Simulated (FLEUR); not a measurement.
**Magnetic state of Mn3ZnN from several starts**

Does Mn3ZnN prefer parallel or opposed moments?

Program: FLEUR MaX-R8.1. Level of theory: LDA (VWN); all-electron FLAPW, Dirac cores, scalar-relativistic bands. Results are calculated unless marked as measured.

This is a report of a sequence of runs, with most program output left out.

### Step 1. Starting point

Symmetry: Pm-3m, No. 221, cubic system. Conventional cell: a = 3.902 Å, b = 3.902 Å, c = 3.902 Å, α = 90.00°, β = 90.00°, γ = 90.00°. Nearest to Mn lie 2 N at 1.95 Å. Nearest to Zn lie 12 Mn at 2.76 Å. Nearest to N lie 6 Mn at 1.95 Å. Farther neighbours and most contacts between anions are not listed.

As a file:

```
Mn Zn N
1.0
     3.90200    0.00000    0.00000
     0.00000    3.90200    0.00000
     0.00000    0.00000    3.90200
Mn Zn N
3 1 1
Direct
  0.00000 0.50000 0.50000
  0.50000 0.00000 0.50000
  0.50000 0.50000 0.00000
  0.00000 0.00000 0.00000
  0.50000 0.50000 0.50000
```

### Step 2. Run 1 (ferro +++)

The parallel start is the test of whether parallel moments hold.

inpgen writes inp.xml from crystal.txt; cutoffs, mixing, functional, smearing and local orbitals are then set in the file. The k list default-1 (kpts.xml, not shown) is a Γ-centred 8×8×8 mesh; where the ranks do not divide the number of points, some are split in two of half the weight.

Contents of inp.xml:

```
<?xml version="1.0" encoding="UTF-8" standalone="no"?>
<fleurInput fleurInputVersion="0.39">
   <comment>
      Mn3ZnN
   </comment>
   <calculationSetup>
      <cutoffs Kmax="4.4" Gmax="13.2" GmaxXC="13.2" numbands="0"/>
      <scfLoop itmax="90" minDistance="0.00002" maxIterBroyd="15" imix="Anderson" alpha="0.05" precondParam="0.0" spinf="2.0" sdNocoIR="T"/>
      <coreElectrons ctail="T" frcor="F" kcrel="0" coretail_lmax="0"/>
      <xcFunctional name="vwn" relativisticCorrections="F"/>
      <magnetism jspins="2"/>
      <soc l_soc="F" theta="0.0" phi="0.0" spav="F"/>
      <expertModes spex="0" secvar="F"/>
      <geometryOptimization l_f="F" forcealpha="1.0" forcemix="BFGS" epsdisp="0.00001" epsforce="0.00001"/>
      <ldaU l_linMix="F" mixParam="0.05" spinf="1.0"/>
   </calculationSetup>
   <cell>
      <bzIntegration valenceElectrons="62.0" mode="hist" fermiSmearingEnergy="0.00110248">
         <kPointListSelection listName="default-1"/>
         <xi:include xmlns:xi="http://www.w3.org/2001/XInclude" href="kpts.xml"> </xi:include>
      </bzIntegration>
      <xi:include xmlns:xi="http://www.w3.org/2001/XInclude" href="sym.xml"> </xi:include>
      <bulkLattice scale="1.0">
         <bravaisMatrix>
            <row-1>    7.3737113381891994     0.0000000000000000     0.0000000000000000</row-1>
            <row-2>    0.0000000000000000     7.3737113381891994     0.0000000000000000</row-2>
            <row-3>    0.0000000000000000     0.0000000000000000     7.3737113381891994</row-3>
         </bravaisMatrix>
      </bulkLattice>
   </cell>
   <atomSpecies>
      <species name="Manganese 3.500" element="Mn" atomicNumber="25">
         <mtSphere radius="2.3" gridPoints="761" logIncrement="0.016"/>
         <atomicCutoffs lmax="8" lnonsphr="6"/>
         <electronConfig flipSpins="F">
            <coreConfig>(1s1/2) (2s1/2) (2p1/2) (2p3/2)</coreConfig>
            <valenceConfig>(3s1/2) (3p1/2) (3p3/2) (4s1/2) (3d3/2) (3d5/2)</valenceConfig>
            <stateOccupation state="(3d3/2)" spinUp="1.25" spinDown="0.75"/>
            <stateOccupation state="(3d5/2)" spinUp="3.0" spinDown="0.0"/>
         </electronConfig>
         <energyParameters s="4" p="4" d="3" f="4"/>
         <lo type="SCLO" l="0" n="3" eDeriv="0"/>
         <lo type="SCLO" l="1" n="3" eDeriv="0"/>
      </species>
      <species name="Zinc (Zn)" element="Zn" atomicNumber="30">
         <mtSphere radius="2.79" gridPoints="923" logIncrement="0.014"/>
         <atomicCutoffs lmax="10" lnonsphr="8"/>
         <electronConfig flipSpins="F">
            <coreConfig>(1s1/2) (2s1/2) (2p1/2) (2p3/2) (3s1/2) (3p1/2) (3p3/2)</coreConfig>
            <valenceConfig>(4s1/2) (3d3/2) (3d5/2)</valenceConfig>
         </electronConfig>
         <energyParameters s="4" p="4" d="3" f="4"/>
      </species>
      <species name="Nitrogen (N)" element="N" atomicNumber="7">
         <mtSphere radius="1.3" gridPoints="431" logIncrement="0.024"/>
         <atomicCutoffs lmax="6" lnonsphr="4"/>
         <electronConfig flipSpins="F">
            <coreConfig>(1s1/2)</coreConfig>
            <valenceConfig>(2s1/2) (2p1/2) (2p3/2)</valenceConfig>
            <stateOccupation state="(2p1/2)" spinUp="0.500000" spinDown="0.500000"/>
            <stateOccupation state="(2p3/2)" spinUp="1.000000" spinDown="1.000000"/>
         </electronConfig>
         <energyParameters s="2" p="2" d="3" f="4"/>
      </species>
   </atomSpecies>
   <atomGroups>
      <atomGroup species="Manganese 3.500">
         <relPos label="                   1">.0000000000 1.000/2.000 1.000/2.000</relPos>
         <relPos label="                   2">1.000/2.000 .0000000000 1.000/2.000</relPos>
         <relPos label="                   3">1.000/2.000 1.000/2.000 .0000000000</relPos>
         <force calculate="T" relaxXYZ="TTT"/>
      </atomGroup>
      <atomGroup species="Zinc (Zn)">
         <relPos label="                   4">.0000000000 .0000000000 .0000000000</relPos>
         <force calculate="T" relaxXYZ="TTT"/>
      </atomGroup>
      <atomGroup species="Nitrogen (N)">
         <relPos label="                   5">1.000/2.000 1.000/2.000 1.000/2.000</relPos>
         <force calculate="T" relaxXYZ="TTT"/>
      </atomGroup>
   </atomGroups>
   <output dos="F" band="F" slice="F">
      <bandDOS minEnergy="-.5*Htr" maxEnergy="0.5*Htr" sigma="0.015" storeEVData="T"/>
      <plotting iplot="0" polar="F">
         <plot TwoD="T" vec1="  1.0  0.0  0.0" vec2="  0.0  1.0  0.0" vec3="  0.0  0.0  1.0" zero="  0.0  0.0  0.0" file="plot"/>
      </plotting>
      <moessbauerParams electricFieldGradient="F" isomerShift="F" coreHyperfine="F" valenceHyperfine="F"/>
   </output>
</fleurInput>
```

Contents of crystal.txt:

```
Mn3ZnN
&input film=F cartesian=F /
3.90200000000  0.00000000000  0.00000000000
0.00000000000  3.90200000000  0.00000000000
0.00000000000  0.00000000000  3.90200000000
1.8897261246
1.0 1.0 1.0

5
25 0.00000000000  0.50000000000  0.50000000000 : 3.500
25 0.50000000000  0.00000000000  0.50000000000 : 3.500
25 0.50000000000  0.50000000000  0.00000000000 : 3.500
30 0.00000000000  0.00000000000  0.00000000000
7 0.50000000000  0.50000000000  0.50000000000

&kpt div1=8 div2=8 div3=8 gamma=T /
```

The run is started by

```sh
$ OMP_NUM_THREADS=1 inpgen -f crystal.txt > inpgen.log  # inp.xml is then edited as shown
$ OMP_NUM_THREADS=1 mpirun -n 4 fleur_MPI > fleur.log
```

Elapsed: 1.7 min, on 4 MPI ranks of Intel Xeon 6975P-C (Granite Rapids), shared host; peak memory 0.33 GiB.

Spin moment in the muffin-tin sphere by atom:

| atom | spin moment in the muffin-tin sphere (μB) |
| --- | --- |
| Mn1 | 1.72 |
| Mn2 | 1.72 |
| Mn3 | 1.72 |
| Zn4 | -0.08 |
| N5 | -0.10 |

Numbers from this step:

```
free energy                                                       : -144697.5037 eV
program's band gap on this mesh (in a metal only a level spacing) : 0.004494 eV
magnetization                                                     : 5.045 μB
final state                                                       : ferromagnetic, with opposed induced moments
```

After 50 cycles the largest moment stands at 1.72 μB.

### Step 3. Run 2 (ferri ++-)

Another pattern of signs weighs the neighbour shells otherwise.

inp.xml: that of step 2 with these lines changed.

```diff
@@ -44,2 +44,15 @@
       </species>
+      <species name="Manganese -3.500" element="Mn" atomicNumber="25">
+         <mtSphere radius="2.3" gridPoints="761" logIncrement="0.016"/>
+         <atomicCutoffs lmax="8" lnonsphr="6"/>
+         <electronConfig flipSpins="F">
+            <coreConfig>(1s1/2) (2s1/2) (2p1/2) (2p3/2)</coreConfig>
+            <valenceConfig>(3s1/2) (3p1/2) (3p3/2) (4s1/2) (3d3/2) (3d5/2)</valenceConfig>
+            <stateOccupation state="(3d3/2)" spinUp="0.75" spinDown="1.25"/>
+            <stateOccupation state="(3d5/2)" spinUp="0.0" spinDown="3.0"/>
+         </electronConfig>
+         <energyParameters s="4" p="4" d="3" f="4"/>
+         <lo type="SCLO" l="0" n="3" eDeriv="0"/>
+         <lo type="SCLO" l="1" n="3" eDeriv="0"/>
+      </species>
       <species name="Zinc (Zn)" element="Zn" atomicNumber="30">
@@ -69,2 +82,5 @@
          <relPos label="                   2">1.000/2.000 .0000000000 1.000/2.000</relPos>
+         <force calculate="T" relaxXYZ="TTT"/>
+      </atomGroup>
+      <atomGroup species="Manganese -3.500">
          <relPos label="                   3">1.000/2.000 1.000/2.000 .0000000000</relPos>
```

crystal.txt: that of step 2 with these lines changed.

```diff
@@ -11,3 +11,3 @@
 25 0.50000000000  0.00000000000  0.50000000000 : 3.500
-25 0.50000000000  0.50000000000  0.00000000000 : 3.500
+25 0.50000000000  0.50000000000  0.00000000000 : -3.500
 30 0.00000000000  0.00000000000  0.00000000000
```

The job ended after 3.4 min (4 MPI ranks; peak memory 0.41 GiB; 13 min of CPU time).

Spin moment in the muffin-tin sphere by atom:

| atom | spin moment in the muffin-tin sphere (μB) |
| --- | --- |
| Mn1 | 1.65 |
| Mn2 | 1.65 |
| Mn3 | -2.66 |
| Zn4 | -0.03 |
| N5 | -0.02 |

Numbers from this step:

| Item | Value |
| --- | --- |
| free energy | -144697.5798 eV |
| program's band gap on this mesh (in a metal only a level spacing) | 0.002937 eV |
| magnetization | 0.5849 μB |
| final state | ferrimagnetic |

It lies 25.4 meV a seeded atom under the first start, and its largest moment is 2.66 μB against 1.72 μB.

### Step 4. Start 3: no spin polarisation

Without spin polarisation no moment can form, so the difference from the other runs is what forming moments gains.

inp.xml: that of step 3 with these lines changed.

```diff
@@ -10,3 +10,3 @@
       <xcFunctional name="vwn" relativisticCorrections="F"/>
-      <magnetism jspins="2"/>
+      <magnetism jspins="1"/>
       <soc l_soc="F" theta="0.0" phi="0.0" spav="F"/>
@@ -31,3 +31,3 @@
    <atomSpecies>
-      <species name="Manganese 3.500" element="Mn" atomicNumber="25">
+      <species name="Manganese (Mn)" element="Mn" atomicNumber="25">
          <mtSphere radius="2.3" gridPoints="761" logIncrement="0.016"/>
@@ -37,17 +37,4 @@
             <valenceConfig>(3s1/2) (3p1/2) (3p3/2) (4s1/2) (3d3/2) (3d5/2)</valenceConfig>
-            <stateOccupation state="(3d3/2)" spinUp="1.25" spinDown="0.75"/>
-            <stateOccupation state="(3d5/2)" spinUp="3.0" spinDown="0.0"/>
-         </electronConfig>
-         <energyParameters s="4" p="4" d="3" f="4"/>
-         <lo type="SCLO" l="0" n="3" eDeriv="0"/>
-         <lo type="SCLO" l="1" n="3" eDeriv="0"/>
-      </species>
-      <species name="Manganese -3.500" element="Mn" atomicNumber="25">
-         <mtSphere radius="2.3" gridPoints="761" logIncrement="0.016"/>
-         <atomicCutoffs lmax="8" lnonsphr="6"/>
-         <electronConfig flipSpins="F">
-            <coreConfig>(1s1/2) (2s1/2) (2p1/2) (2p3/2)</coreConfig>
-            <valenceConfig>(3s1/2) (3p1/2) (3p3/2) (4s1/2) (3d3/2) (3d5/2)</valenceConfig>
-            <stateOccupation state="(3d3/2)" spinUp="0.75" spinDown="1.25"/>
-            <stateOccupation state="(3d5/2)" spinUp="0.0" spinDown="3.0"/>
+            <stateOccupation state="(3d3/2)" spinUp="1.000000" spinDown="1.000000"/>
+            <stateOccupation state="(3d5/2)" spinUp="1.500000" spinDown="1.500000"/>
          </electronConfig>
@@ -79,8 +66,5 @@
    <atomGroups>
-      <atomGroup species="Manganese 3.500">
+      <atomGroup species="Manganese (Mn)">
          <relPos label="                   1">.0000000000 1.000/2.000 1.000/2.000</relPos>
          <relPos label="                   2">1.000/2.000 .0000000000 1.000/2.000</relPos>
-         <force calculate="T" relaxXYZ="TTT"/>
-      </atomGroup>
-      <atomGroup species="Manganese -3.500">
          <relPos label="                   3">1.000/2.000 1.000/2.000 .0000000000</relPos>
```

Contents of crystal.txt:

```
Mn3ZnN
&input film=F cartesian=F /
3.90200000000  0.00000000000  0.00000000000
0.00000000000  3.90200000000  0.00000000000
0.00000000000  0.00000000000  3.90200000000
1.8897261246
1.0 1.0 1.0

5
25 0.00000000000  0.50000000000  0.50000000000
25 0.50000000000  0.00000000000  0.50000000000
25 0.50000000000  0.50000000000  0.00000000000
30 0.00000000000  0.00000000000  0.00000000000
7 0.50000000000  0.50000000000  0.50000000000

&kpt div1=8 div2=8 div3=8 gamma=T /
```

It took 25 s on 4 MPI ranks; peak memory 0.28 GiB.

Read from the output:

```
free energy                                                       : -144697.0568 eV
program's band gap on this mesh (in a metal only a level spacing) : 0.01311 eV
final state                                                       : non-magnetic (no spin polarisation)
```

It lies 149 meV a seeded atom over the first start.

### Step 5. The states side by side

Free energies are divided by the number of seeded atoms.

Orders:

| start | final state | typed order kept | energy over the lowest (meV a seeded atom) | largest sphere moment (μB) | net moment (μB a primitive cell) | mesh matched | CPU time (s) |
| --- | --- | --- | --- | --- | --- | --- | --- |
| ferro +++ | ferromagnetic, with opposed induced moments | yes | 25.38 | 1.725 | 5.045 | yes | 408 |
| ferri ++- | ferrimagnetic | yes | 0 | 2.657 | 0.5849 | yes | 806.8 |
| no spin polarisation | non-magnetic | - | 174.4 | 0 | 0 | yes | 97.48 |

### Step 6. Spin–orbit coupling, moments along [001]

Spin–orbit coupling ties the spins to the lattice and lets orbital moments form.

A new self-consistent run of the start ferri ++-, with the moments along z.

inp.xml: that of step 2 with these lines changed.

```diff
@@ -6,3 +6,3 @@
    <calculationSetup>
-      <cutoffs Kmax="4.4" Gmax="13.2" GmaxXC="13.2" numbands="0"/>
+      <cutoffs Kmax="4.4" Gmax="13.2" GmaxXC="13.2" numbands="162"/>
       <scfLoop itmax="90" minDistance="0.00002" maxIterBroyd="15" imix="Anderson" alpha="0.05" precondParam="0.0" spinf="2.0" sdNocoIR="T"/>
@@ -11,3 +11,3 @@
       <magnetism jspins="2"/>
-      <soc l_soc="F" theta="0.0" phi="0.0" spav="F"/>
+      <soc l_soc="T" theta="0.0" phi="0.0" spav="F"/>
       <expertModes spex="0" secvar="F"/>
@@ -44,2 +44,15 @@
       </species>
+      <species name="Manganese -3.500" element="Mn" atomicNumber="25">
+         <mtSphere radius="2.3" gridPoints="761" logIncrement="0.016"/>
+         <atomicCutoffs lmax="8" lnonsphr="6"/>
+         <electronConfig flipSpins="F">
+            <coreConfig>(1s1/2) (2s1/2) (2p1/2) (2p3/2)</coreConfig>
+            <valenceConfig>(3s1/2) (3p1/2) (3p3/2) (4s1/2) (3d3/2) (3d5/2)</valenceConfig>
+            <stateOccupation state="(3d3/2)" spinUp="0.75" spinDown="1.25"/>
+            <stateOccupation state="(3d5/2)" spinUp="0.0" spinDown="3.0"/>
+         </electronConfig>
+         <energyParameters s="4" p="4" d="3" f="4"/>
+         <lo type="SCLO" l="0" n="3" eDeriv="0"/>
+         <lo type="SCLO" l="1" n="3" eDeriv="0"/>
+      </species>
       <species name="Zinc (Zn)" element="Zn" atomicNumber="30">
@@ -69,2 +82,5 @@
          <relPos label="                   2">1.000/2.000 .0000000000 1.000/2.000</relPos>
+         <force calculate="T" relaxXYZ="TTT"/>
+      </atomGroup>
+      <atomGroup species="Manganese -3.500">
          <relPos label="                   3">1.000/2.000 1.000/2.000 .0000000000</relPos>
```

crystal.txt: that of step 2 with these lines changed.

```diff
@@ -11,3 +11,3 @@
 25 0.50000000000  0.00000000000  0.50000000000 : 3.500
-25 0.50000000000  0.50000000000  0.00000000000 : 3.500
+25 0.50000000000  0.50000000000  0.00000000000 : -3.500
 30 0.00000000000  0.00000000000  0.00000000000
@@ -15,2 +15,3 @@
 
+&soc 0.0000000 0.0000000 /
 &kpt div1=8 div2=8 div3=8 gamma=T /
```

Wall time 13 min (4 MPI ranks); peak memory 1 GiB; 51 min of CPU time.

Spin moment in the muffin-tin sphere by atom:

| atom | spin moment in the muffin-tin sphere (μB) |
| --- | --- |
| Mn1 | 1.66 |
| Mn2 | 1.66 |
| Mn3 | -2.65 |
| Zn4 | -0.03 |
| N5 | -0.02 |

Read from the output:

```
free energy                                                       : -144697.6227 eV
program's band gap on this mesh (in a metal only a level spacing) : 0 eV
magnetization                                                     : 0.5917 μB
final state                                                       : ferrimagnetic
orbital moment along the spin                                     : 0.02232 μB
```

Orbital moment in the sphere, along the spin axis by atom:

| atom | orbital moment in the sphere, along the spin axis (μB) |
| --- | --- |
| Mn1 | 0.0151 |
| Mn2 | 0.0151 |
| Mn3 | -0.0223 |
| Zn4 | 0.0005 |
| N5 | 0.0003 |

### Step 7. What came out

* lowest state found: ferrimagnetic (typed ferri ++-)
* largest site spin moment: 2.66 μB
* next finished state: ferromagnetic, with opposed induced moments, 25.4 meV a seeded atom higher
* energy gained by spin polarisation: 174 meV a seeded atom
* orbital moment on the atom of largest spin, along its spin (spin–orbit run): 0.0223 μB

**Reading.** The lowest state found is ferrimagnetic, reached from the start ferri ++-, with moments up to 2.66 μB. The next finished state costs 25 meV a seeded atom. On the atom of largest spin the orbital moment is almost quenched. Only 3 starts were tried; other patterns of signs, canted and longer-period orders were not.

[Logs and program files are shortened in this print: banners, set-up blocks, solver, clock and traceback lines can be left out without a mark of their own.]

[Logs are printed without paths, hosts, clocks, repeated set-up lines and the standing remarks that a program may print on its own settings, such as how far it seeks lower states.]

[Hosts, paths, dates, database ids (printed as entryN), source tags and the programs' standing remarks are cut or masked in the printed files.]

[Where a cell is said to come from a database of computed structures, the database is the Materials Project.]
